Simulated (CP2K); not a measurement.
Consider 1,2-dichloroethane at its PBE geometry (Å).

```xyz
8

Cl    1.7929    0.6695   -0.9279
C     0.7003   -0.2832    0.1368
C    -0.7610    0.0378   -0.0888
Cl   -1.2031    1.6909    0.4658
H     1.0005   -0.0806    1.1706
H     0.8793   -1.3423   -0.0928
H    -1.0280   -0.0280   -1.1491
H    -1.3809   -0.6641    0.4855
```

Method: CP2K XAS_TDP, all-electron GAPW, PBEh(45%), aug-pc-1, TDA, GW2X-corrected core level, no relativity.

Question: Predict the bright core excitations at the C K edge.

Leading lines: C2 288.92 eV. The leading line of an atom is its first one with 35 % of the strongest within 2.5 eV of its lowest line over the strength cut. Core ionisation energies at this level: C2 293.50 eV.

The first six lines of each atom with a strength over 0.0015:

```
                                 atom  energy (eV)  states  strength, one atom  above the computed threshold
C2 (bonded to C, Cl and 2 H), 2 alike       288.92       1              0.0598                              
                                            290.95       1              0.0147                              
                                            291.49       1              0.0177                              
                                            291.83       1              0.0088                              
                                            292.59       1              0.0016                              
                                            293.24       1              0.0131
```

Lines are vertical, at one geometry, with no vibrational structure. GW2X ionisation energies and lines can be off by 1 to 2 eV either way, and a good line position may hide errors that cancel. These values hold no scalar relativity, about 0.1 eV for C 1s. Rydberg lines, and the discretised continuum above threshold, depend on the basis and the box.

[Banner, clock and machine lines of the logs are left out without a mark of their own.]

[Logs are printed without paths, hosts, clocks, repeated set-up lines and the standing remarks that a program may print on its own settings, such as how far it seeks lower states.]

[Hosts, paths, dates, database ids (printed as entryN), source tags and the programs' standing remarks are cut or masked in the printed files.]
